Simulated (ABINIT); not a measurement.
# A GW chain in ABINIT: Sr2FeH6 (Fm-3m)

Wanted: ground state, empty states, screening and self-energy for Sr2FeH6 (Fm-3m).

Main program and level: ABINIT 10.8.3; LDA and many-body steps on it, plane waves.

## Step 1: The structure

Symmetry: Fm-3m, No. 225, cubic system. The conventional cell has a = 7.415 Å, b = 7.415 Å, c = 7.415 Å, α = 90.00°, β = 90.00°, γ = 90.00°. Nearest to Sr lie 12 H at 2.63 Å. Fe has 6 H at 1.61 Å nearest. Nearest to H lie 1 Fe at 1.61 Å and 4 H at 2.28 Å and 4 Sr at 2.63 Å. Farther neighbours are not listed.

The cell and positions are those that the Materials Project relaxed with its own functionals (PBE, PBE+U or r2SCAN), kept fixed.

## Step 2: Ground state

This step: ABINIT 10.8.3; DFT, LDA, plane waves, norm-conserving pseudopotentials.

The ground-state density comes first.

Input file run.abi:

```
acell 3*1.0 Angstrom
rprim 
  -0.000000000000 3.707652250000 3.707652250000
  3.707652250000 -0.000000000000 3.707652250000
  3.707652250000 3.707652250000 -0.000000000000
ntypat 3
znucl 38 26 1
natom 9
typat 1 1 2 3 3 3 3 3 3
xred 
  0.750000000000 0.750000000000 0.750000000000
  0.250000000000 0.250000000000 0.250000000000
  0.000000000000 0.000000000000 0.000000000000
  0.782457990000 0.782457990000 0.217542010000
  0.217542010000 0.782457990000 0.217542010000
  0.782457990000 0.217542010000 0.217542010000
  0.217542010000 0.217542010000 0.782457990000
  0.782457990000 0.217542010000 0.782457990000
  0.217542010000 0.782457990000 0.782457990000
pp_dirpath "pseudos"
pseudos "Sr.upf, Fe.upf, H.upf"
ecut 39
ngkpt 6 6 6
nshiftk 1
shiftk 0 0 0
kptopt 1
chksymbreak 0
nband 29
occopt 1
tolvrs 1e-10
nstep 60
prtwf 0
optforces 0
optstress 0
indata_prefix "in"
outdata_prefix "out"
tmpdata_prefix "tmp"
```

The run is started by

```
$ OMP_NUM_THREADS=1 mpirun -n 4 abinit run.abi > log
```

Numbers of over 12 decimals in the logs are rounded to 6 here.

What it wrote:

```text
.Version 10.8.3 of ABINIT. v10.8.2 released Aug 2026.

 Symmetries : space group Fm -3 m (#225); Bravais cF (face-center cubic)
================================================================================
 Values of the parameters that define the memory need of the present run
     intxc =       0    ionmov =       0      iscf =       7    lmnmax =       6
     lnmax =       6     mgfft =      60  mpssoang =       3    mqgrid =    3001
     natom =       9  nloc_mem =       1    nspden =       1   nspinor =       1
    nsppol =       1      nsym =      48    n1xccc =    2501    ntypat =       3
    occopt =       1   xclevel =       1
-    mband =          29        mffmem =           1         mkmem =           4
       mpw =        8030          nfft =      216000          nkpt =          16
================================================================================
  Rough estimation (10% accuracy) of disk space for files :
================================================================================

--------------------------------------------------------------------------------
------------- Echo of variables that govern the present computation ------------
--------------------------------------------------------------------------------
 -outvars: echo values of preprocessed input variables --------
            acell      1.8897261259E+00  1.8897261259E+00  1.8897261259E+00 Bohr

      chksymbreak           0
             ecut      3.90000000E+01 Hartree
-          fftalg         312

              ixc       -1012
              kpt      0.00000000E+00  0.00000000E+00  0.00000000E+00
                       1.66666667E-01  0.00000000E+00  0.00000000E+00
                       3.33333333E-01  0.00000000E+00  0.00000000E+00
                       5.00000000E-01  0.00000000E+00  0.00000000E+00
                       1.66666667E-01  1.66666667E-01  0.00000000E+00
                       3.33333333E-01  1.66666667E-01  0.00000000E+00
                       5.00000000E-01  1.66666667E-01  0.00000000E+00
                      -3.33333333E-01  1.66666667E-01  0.00000000E+00
                      -1.66666667E-01  1.66666667E-01  0.00000000E+00
   [... 5 further rows ...]
                      -3.33333333E-01  3.33333333E-01  1.66666667E-01
                      -3.33333333E-01  5.00000000E-01  1.66666667E-01
         kptrlatt        6    0    0      0    6    0      0    0    6
          kptrlen      5.94516770E+01
P           mkmem           4
            natom           9
            nband          29
            ngfft          60      60      60
             nkpt          16
            nstep          60
             nsym          48
           ntypat           3
              occ      2.000000  2.000000  2.000000  2.000000  2.000000  2.000000
                       2.000000  2.000000  2.000000  2.000000  2.000000  2.000000
                       2.000000  2.000000  2.000000  2.000000  2.000000  2.000000
                       2.000000  2.000000  2.000000  0.000000  0.000000  0.000000
                       0.000000  0.000000  0.000000  0.000000  0.000000
        optforces           0
        optstress           0
            prtwf           0
            rprim     -0.0000000000E+00  3.7076522500E+00  3.7076522500E+00
[...]
spgroup         225

           tolvrs      1.00000000E-10

             xred      7.5000000000E-01  7.5000000000E-01  7.5000000000E-01
[...]
znucl       38.00000   26.00000    1.00000

================================================================================

 chkinp: Checking input parameters for consistency.

================================================================================
== DATASET  1 ==================================================================
-   mpi_nproc: 4, omp_nthreads: 1 (-1 if OMP is not activated)

--- !DatasetInfo
iteration_state: {dtset: 1, }
dimensions: {natom: 9, nkpt: 16, mband: 29, nsppol: 1, nspinor: 1, nspden: 1, mpw: 8030, }
cutoff_energies: {ecut:  39.0, pawecutdg:  -1.0, }
electrons: {nelect:   4.20000000E+01, charge:   0.00000000E+00, occopt:   1.00000000E+00, tsmear:   1.00000000E-02, }

 Real(R)+Recip(G) space primitive vectors, cartesian coordinates (Bohr,Bohr^-1):
 R(1)=  0.0000000  7.0064473  7.0064473  G(1)= -0.0713628  0.0713628  0.0713628
 R(2)=  7.0064473  0.0000000  7.0064473  G(2)=  0.0713628 -0.0713628  0.0713628
 R(3)=  7.0064473  7.0064473  0.0000000  G(3)=  0.0713628  0.0713628 -0.0713628
 Unit cell volume ucvol=  6.8789726E+02 bohr^3
 Angles (23,13,12)=  6.00000000E+01  6.00000000E+01  6.00000000E+01 degrees

 getcut: wavevector=  0.0000  0.0000  0.0000  ngfft=  60  60  60
         ecut(hartree)=     39.000   => boxcut(ratio)=   2.15398

--- Pseudopotential description ------------------------------------------------
- Sr Generated using ONCVPSP code by D. R. Hamann
- 38.00000  10.00000  180309                  znucl, zion, pspdat
12 -1012 2 -1 1812                            pspcod,pspxc,lmax,lloc,mmax
     nproj     2     2     2
  pspatm : epsatm=   12.22067766
         --- l  ekb(1:nproj) -->
[...]
pspatm: atomic psp has been read  and splines computed

- Fe Generated using ONCVPSP code by D. R. Hamann
- 26.00000  16.00000  180309                  znucl, zion, pspdat
[...]
pspatm: atomic psp has been read  and splines computed

- H Generated using ONCVPSP code by D. R. Hamann
-  1.00000   1.00000  180309                  znucl, zion, pspdat
12 -1012 1 -1 1180                            pspcod,pspxc,lmax,lloc,mmax
     nproj     2     1     0
  pspatm : epsatm=    0.35439867
         --- l  ekb(1:nproj) -->
[...]
1   -0.275071
 pspatm: atomic psp has been read  and splines computed

   1.75194689E+03                                ecore*ucvol(ha*bohr**3)
--------------------------------------------------------------------------------

_setup2: Arith. and geom. avg. npw (full set) are    8001.551    8001.539

================================================================================

--- !BeginCycle
iteration_state: {dtset: 1, }
solver: {iscf: 7, nstep: 60, nline: 4, wfoptalg: 0, }
tolerances: {tolvrs: 1.00E-10, }

     iter   Etot(hartree)      deltaE(h)  residm     vres2
 ETOT  1  -196.88489890928    -1.969E+02 1.580E-01 1.070E+03
 ETOT  2  -196.18704298633     6.979E-01 2.175E-02 9.149E+03
 ETOT  3  -196.71628040141    -5.292E-01 3.852E-03 5.357E+03
 ETOT  4  -197.24830459962    -5.320E-01 5.496E-03 1.485E+03
 ETOT  5  -197.41874722339    -1.704E-01 1.056E-03 4.170E+01
 ETOT  6  -197.42198926976    -3.242E-03 6.969E-04 4.008E+00
 ETOT  7  -197.42252131972    -5.320E-04 2.964E-04 4.457E-01
 ETOT  8  -197.42257278747    -5.147E-05 4.162E-04 1.659E-03
 ETOT  9  -197.42257307074    -2.833E-07 1.513E-04 1.465E-03
 ETOT 10  -197.42257320222    -1.315E-07 1.951E-04 3.919E-05
 ETOT 11  -197.42257320504    -2.816E-09 6.428E-05 9.895E-08
 ETOT 12  -197.42257320506    -2.498E-11 7.852E-05 8.007E-08
 ETOT 13  -197.42257320509    -2.478E-11 2.455E-05 4.917E-10
 ETOT 14  -197.42257320508     1.023E-11 3.005E-05 1.375E-11

 At SCF step   14       vres2   =  1.38E-11 < tolvrs=  1.00E-10 =>converged.

--- !ResultsGS
iteration_state: {dtset: 1, }
comment   : Summary of ground state results
lattice_vectors:
- [ -0.0000000,   7.0064473,   7.0064473, ]
- [  7.0064473,  -0.0000000,   7.0064473, ]
- [  7.0064473,   7.0064473,  -0.0000000, ]
lattice_lengths: [   9.90861,    9.90861,    9.90861, ]
lattice_angles: [ 60.000,  60.000,  60.000, ] # degrees, (23, 13, 12)
lattice_volume:   6.8789726E+02
convergence: {deltae:  1.023E-11, res2:  1.375E-11, residm:  3.005E-05, diffor:  0.000E+00, }
etotal    :  -1.97422573E+02
entropy   :   0.00000000E+00
fermie    :   1.95851979E-01
cartesian_stress_tensor: null
pressure_GPa: null
xred      :
- [  7.5000E-01,   7.5000E-01,   7.5000E-01, Sr]
- [  2.5000E-01,   2.5000E-01,   2.5000E-01, Sr]
- [  0.0000E+00,   0.0000E+00,   0.0000E+00, Fe]
- [  7.8246E-01,   7.8246E-01,   2.1754E-01,  H]
- [  2.1754E-01,   7.8246E-01,   2.1754E-01,  H]
- [  7.8246E-01,   2.1754E-01,   2.1754E-01,  H]
- [  2.1754E-01,   2.1754E-01,   7.8246E-01,  H]
- [  7.8246E-01,   2.1754E-01,   7.8246E-01,  H]
- [  2.1754E-01,   7.8246E-01,   7.8246E-01,  H]
cartesian_forces: null
force_length_stats: {min: null, max: null, mean: null, }

 Integrated electronic density in atomic spheres:
 ------------------------------------------------
 Atom  Sphere_radius  Integrated_density
[...]
================================================================================

 ----iterations are completed or convergence reached----

 Mean square residual over all n,k,spin=   18.300E-08; max=  30.049E-06
 reduced coordinates (array xred) for    9 atoms
[...]
0.217542010000      0.782457990000      0.217542010000
       0.782457990000      0.217542010000      0.217542010000
       0.217542010000      0.217542010000      0.782457990000
       0.782457990000      0.217542010000      0.782457990000
       0.217542010000      0.782457990000      0.782457990000
 rms dE/dt=  0.0000E+00; max dE/dt=  0.0000E+00; dE/dt below (all hartree)
    1       0.000000000000      0.000000000000      0.000000000000
    2       0.000000000000      0.000000000000      0.000000000000
    3       0.000000000000      0.000000000000      0.000000000000
    4       0.000000000000      0.000000000000      0.000000000000
    5       0.000000000000      0.000000000000      0.000000000000
    6       0.000000000000      0.000000000000      0.000000000000
    7       0.000000000000      0.000000000000      0.000000000000
    8       0.000000000000      0.000000000000      0.000000000000
    9       0.000000000000      0.000000000000      0.000000000000

 cartesian coordinates (angstrom) at end:
    1      5.561478     5.561478     5.561478
[...]
5      3.707652     1.613140     3.707652
    6      1.613140     3.707652     3.707652
    7      3.707652     3.707652     1.613140
    8      3.707652     5.802164     3.707652
    9      5.802164     3.707652     3.707652
 length scales=  1.889726125908  1.889726125908  1.889726125908 bohr
              =  1.000000000000  1.000000000000  1.000000000000 angstroms
 prteigrs : about to open file out_EIG
 Fermi (or HOMO) energy (hartree) =   0.19585   Average Vxc (hartree)=  -0.36608
 Eigenvalues (hartree) for nkpt=  16  k points:
 kpt#   1, nband= 29, wtk=  0.00463, kpt=  0.0000  0.0000  0.0000 (reduced coord)
  -2.92589   -1.69390   -1.69390   -1.69390   -1.06778   -1.06423   -0.41447   -0.41447
  -0.41447   -0.40223   -0.40223   -0.40223   -0.06660    0.06652    0.06652    0.07622
   0.07622    0.07622    0.19585    0.19585    0.19585    0.28013    0.28013    0.32225
   0.44605    0.44605    0.44633    0.44916    0.44916
 prteigrs : prtvol=0 or 1, do not print more k-points.

--- !EnergyTerms
iteration_state     : {dtset: 1, }
comment             : Components of total free energy in Hartree
kinetic             :  7.87473644469429E+01
hartree             :  6.84312543555731E+01
xc                  : -3.63718162225590E+01
Ewald energy        : -1.04712215473035E+02
psp_core            :  2.54681475771449E+00
local_psp           : -2.08867854574891E+02
non_local_psp       :  2.80387950517490E+00
total_energy        : -1.97422573205079E+02
total_energy_eV     : -5.37214189315887E+03
band_energy         : -2.33264025228366E+01

== END DATASET(S) ==============================================================
================================================================================

 -outvars: echo values of variables after computation  --------
           etotal     -1.9742257321E+02
            nband          29
             nkpt          16
          spgroup         225
 [... the other variables as echoed above ...]

 Calculation completed.
```

Run time: 62 s. Hardware: 4 MPI ranks of Arm Neoverse V1, shared host; peak memory 0.56 GiB.

This step gave:

```yaml
total_energy: -5372.1419 eV
gap: 1.014 eV
k_of_the_valence_top: 0, 0, 0
k_of_the_conduction_bottom: 0.5, 0.5, 0
least_direct_gap: 1.079 eV
```

The gap is indirect, with the least direct gap 0.07 eV higher.

## Step 3: Empty states on the mesh, 2×2×2 mesh, 204 bands

The sums over transitions need many empty states on a uniform mesh; this step solves for them.

run.abi, as its differences from that of step 2:

```diff
@@ -22,3 +22,3 @@
 ecut 39
-ngkpt 6 6 6
+ngkpt 2 2 2
 nshiftk 1
@@ -27,9 +27,10 @@
 chksymbreak 0
-nband 29
-occopt 1
-tolvrs 1e-10
+iscf -2
+irdden 1
+istwfk *1
+nband 204
+nbdbuf 18
+tolwfr 1e-09
 nstep 60
-prtwf 0
-optforces 0
-optstress 0
+prtvol 0
 indata_prefix "in"
```

What it wrote:

```text
.Version 10.8.3 of ABINIT. v10.8.2 released Aug 2026.

 Symmetries : space group Fm -3 m (#225); Bravais cF (face-center cubic)
[... echo of the input left out ...]
== DATASET  1 ==================================================================
-   mpi_nproc: 4, omp_nthreads: 1 (-1 if OMP is not activated)
-    --> not optimal distribution: autoparal keyword recommended in input file <--

--- !DatasetInfo
iteration_state: {dtset: 1, }
dimensions: {natom: 9, nkpt: 3, mband: 204, nsppol: 1, nspinor: 1, nspden: 1, mpw: 8026, }
cutoff_energies: {ecut:  39.0, pawecutdg:  -1.0, }
electrons: {nelect:   4.20000000E+01, charge:   0.00000000E+00, occopt:   1.00000000E+00, tsmear:   1.00000000E-02, }

 Real(R)+Recip(G) space primitive vectors, cartesian coordinates (Bohr,Bohr^-1):
 R(1)=  0.0000000  7.0064473  7.0064473  G(1)= -0.0713628  0.0713628  0.0713628
 R(2)=  7.0064473  0.0000000  7.0064473  G(2)=  0.0713628 -0.0713628  0.0713628
 R(3)=  7.0064473  7.0064473  0.0000000  G(3)=  0.0713628  0.0713628 -0.0713628
 Unit cell volume ucvol=  6.8789726E+02 bohr^3
 Angles (23,13,12)=  6.00000000E+01  6.00000000E+01  6.00000000E+01 degrees

 getcut: wavevector=  0.0000  0.0000  0.0000  ngfft=  60  60  60
         ecut(hartree)=     39.000   => boxcut(ratio)=   2.15398

--- Pseudopotential description ------------------------------------------------
- Sr Generated using ONCVPSP code by D. R. Hamann
- 38.00000  10.00000  180309                  znucl, zion, pspdat
12 -1012 2 -1 1812                            pspcod,pspxc,lmax,lloc,mmax
     nproj     2     2     2
  pspatm : epsatm=   12.22067766
         --- l  ekb(1:nproj) -->
             0   10.067142    1.054393
             1    7.520551    1.675795
             2    4.085003    0.971115
 pspatm: atomic psp has been read  and splines computed

- Fe Generated using ONCVPSP code by D. R. Hamann
- 26.00000  16.00000  180309                  znucl, zion, pspdat
12 -1012 2 -1 1408                            pspcod,pspxc,lmax,lloc,mmax
     nproj     2     2     2
  pspatm : epsatm=   15.14527392
         --- l  ekb(1:nproj) -->
[...]
pspatm: atomic psp has been read  and splines computed

- H Generated using ONCVPSP code by D. R. Hamann
-  1.00000   1.00000  180309                  znucl, zion, pspdat
12 -1012 1 -1 1180                            pspcod,pspxc,lmax,lloc,mmax
     nproj     2     1     0
  pspatm : epsatm=    0.35439867
         --- l  ekb(1:nproj) -->
[...]
1   -0.275071
 pspatm: atomic psp has been read  and splines computed

--------------------------------------------------------------------------------

================================================================================
 prteigrs : about to open file out_EIG
 Non-SCF case, kpt    1 (  0.00000  0.00000  0.00000), residuals and eigenvalues=
[...]
5.45E-10  7.88E-10  9.37E-11  1.34E-10  1.18E-10  7.05E-11  9.43E-11  4.75E-10
[...]
5.89E-05  1.18E-04  6.75E-04  9.06E-04
 -2.9259E+00 -1.6939E+00 -1.6939E+00 -1.6939E+00 -1.0678E+00 -1.0642E+00
 -4.1447E-01 -4.1447E-01 -4.1447E-01 -4.0223E-01 -4.0223E-01 -4.0223E-01
 -6.6599E-02  6.6515E-02  6.6515E-02  7.6219E-02  7.6219E-02  7.6219E-02
[...]
2.8886E+00  2.8886E+00  2.8896E+00  2.9675E+00  2.9795E+00  2.9795E+00
  3.0028E+00  3.0028E+00  3.0029E+00  3.0447E+00  3.0465E+00  3.0494E+00
 prteigrs : prtvol=0 or 1, do not print more k-points.

--- !ResultsGS
iteration_state: {dtset: 1, }
comment   : Summary of ground state results
lattice_vectors:
- [ -0.0000000,   7.0064473,   7.0064473, ]
- [  7.0064473,  -0.0000000,   7.0064473, ]
- [  7.0064473,   7.0064473,  -0.0000000, ]
lattice_lengths: [   9.90861,    9.90861,    9.90861, ]
lattice_angles: [ 60.000,  60.000,  60.000, ] # degrees, (23, 13, 12)
lattice_volume:   6.8789726E+02
convergence: {deltae:  0.000E+00, res2:  0.000E+00, residm:  9.961E-10, diffor:  0.000E+00, }
etotal    :  -1.97422573E+02
entropy   :   0.00000000E+00
fermie    :   1.95851979E-01
cartesian_stress_tensor: null
pressure_GPa: null
xred      :
- [  7.5000E-01,   7.5000E-01,   7.5000E-01, Sr]
- [  2.5000E-01,   2.5000E-01,   2.5000E-01, Sr]
- [  0.0000E+00,   0.0000E+00,   0.0000E+00, Fe]
- [  7.8246E-01,   7.8246E-01,   2.1754E-01,  H]
- [  2.1754E-01,   7.8246E-01,   2.1754E-01,  H]
- [  7.8246E-01,   2.1754E-01,   2.1754E-01,  H]
- [  2.1754E-01,   2.1754E-01,   7.8246E-01,  H]
- [  7.8246E-01,   2.1754E-01,   7.8246E-01,  H]
- [  2.1754E-01,   7.8246E-01,   7.8246E-01,  H]
cartesian_forces: null
force_length_stats: {min: null, max: null, mean: null, }

 Integrated electronic density in atomic spheres:
 ------------------------------------------------
 Atom  Sphere_radius  Integrated_density
[...]
================================================================================

 ----iterations are completed or convergence reached----

 Mean square residual over all n,k,spin=   30.241E-11; max=  99.614E-11
 reduced coordinates (array xred) for    9 atoms
[...]
0.782457990000      0.217542010000      0.782457990000
       0.217542010000      0.782457990000      0.782457990000

 cartesian coordinates (angstrom) at end:
    1      5.561478     5.561478     5.561478
    2      1.853826     1.853826     1.853826
[...]
9      5.802164     3.707652     3.707652
 length scales=  1.889726125908  1.889726125908  1.889726125908 bohr
              =  1.000000000000  1.000000000000  1.000000000000 angstroms
 prteigrs : about to open file out_EIG
 Eigenvalues (hartree) for nkpt=   3  k points:
 kpt#   1, nband=204, wtk=  0.12500, kpt=  0.0000  0.0000  0.0000 (reduced coord)
[...]
2.79784    2.80073    2.80073    2.80073    2.86902    2.86902    2.86902    2.88861
   2.88861    2.88861    2.88957    2.96752    2.97947    2.97953    3.00281    3.00282
   3.00294    3.04471    3.04650    3.04942
 prteigrs : prtvol=0 or 1, do not print more k-points.

== END DATASET(S) ==============================================================
================================================================================

 -outvars: echo values of variables after computation  --------
            nband         204
             nkpt           3
          spgroup         225
 [... the other variables as echoed above ...]

 Calculation completed.
```

It took 77 s on 4 MPI ranks; peak memory 0.5 GiB.

This step gave:

| Item | Value |
| --- | --- |
| gap | 1.014 eV |
| k of the valence top | 0, 0, 0 |
| k of the conduction bottom | 0.5, 0.5, 0 |
| least direct gap | 1.079 eV |
| k points computed | 3 |
| lowest point of the top converged band, above the valence top | 69.9588 eV |

On this mesh the gap is 1.014 eV.

[end of part 1 of 2]

[Paths, hosts, dates, memory and timing lines, banners, echoed tables and standing remarks are left out of the program output.]

[Logs are printed without paths, hosts, clocks, repeated set-up lines and the standing remarks that a program may print on its own settings, such as how far it seeks lower states.]

[Runs of the session that timed out or met a known fault of the program may be left out.]

[Hosts, paths, dates, database ids (printed as entryN), source tags and the programs' standing remarks are cut or masked in the printed files.]

[G0W0 gaps are taken among the corrected bands and points alone; a level outside them can change the order at an edge.]

[Where Ansatz stands beside ABINIT at settings called matched, ABINIT's density can come from a denser mesh and the files from another edition; pairs whose starting gaps differed by over 0.03 eV were left out, so agreement reads better than it is.]
